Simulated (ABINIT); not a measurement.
### WS2 (Tungstenite): a self-consistent loop beyond G0W0, cycle by cycle

It takes space group R3m (No. 160, trigonal). The conventional cell has a = 3.158 Å, b = 3.158 Å, c = 18.490 Å, α = 90.00°, β = 90.00°, γ = 120.00°. Nearest to W lie 6 S at 2.39 to 2.42 Å. Nearest to S lie 3 W at 2.39 Å. Nearest to S lie 3 W at 2.42 Å. Farther neighbours, and contacts between anions beyond the nearest, are not listed.

- method: RPA screening on LDA, plane waves, norm-conserving pseudopotentials (and 3 further levels or steps)
- program: ABINIT 10.8.3
- settings: cutoff 29 Ha, PseudoDojo scalar-relativistic 0.4.1 standard, norm-conserving, ngkpt (4, 4, 4), nband 62, ecuteps 3.9 Ha, inclvkb 2, shiftk (0, 0, 0), symchi 1, awtr 1, frequency ppm, 4×4×4 k-mesh
- cost: 7 runs, 3.4 h in all on 4 MPI ranks of Intel Xeon at 2.80GHz (Skylake/Cascade Lake), shared host
- notes: The program’s warnings: nkpt*nsppol () is not a multiple of nproc spkpt (). The cell and positions come from the Crystallography Open Database and are kept as given unless a step says otherwise. Limits: no spin-orbit coupling. The first cycle of evGW0 takes the full correction, without the factor Z, so it overshoots the one-shot value.
- G0W0: 1.843 eV
- evGW0, cycle 1: 1.980 eV
- evGW0, cycle 2: 1.888 eV
- evGW0, cycle 3: 1.900 eV
- evGW0, cycle 4: 1.899 eV
- known limits: short of the basis limit; no spin-orbit coupling

Only the bands that the input lists are updated; the higher empty ones keep the functional's energies. evGW0 ends at 1.90 eV, +0.06 eV from G0W0, after 4 cycles that took 3.3 h beside the first screening; the last moved the gap by 0.001 eV.

[Paths, hosts, dates, memory and timing lines, banners, echoed tables and standing remarks are left out of the program output; an Ansatz launch command may be rebuilt from the run's recorded settings. Measured values are a selection of at most five: reports struck by readers or far from the other reports are left out. None is set beside runs whose start may be inverted or whose files or cutoffs have a known fault.]

[Runs of the session that timed out or met a known fault of the program may be left out.]

[Hosts, paths, dates, database ids (printed as entryN), source tags and the programs' standing remarks are cut or masked in the printed files.]

[G0W0 gaps are taken among the corrected bands and points alone; a level outside them can change the order at an edge.]

[Where Ansatz stands beside ABINIT at settings called matched, ABINIT's density can come from a denser mesh and the files from another edition; pairs whose starting gaps differed by over 0.03 eV were left out, so agreement reads better than it is.]
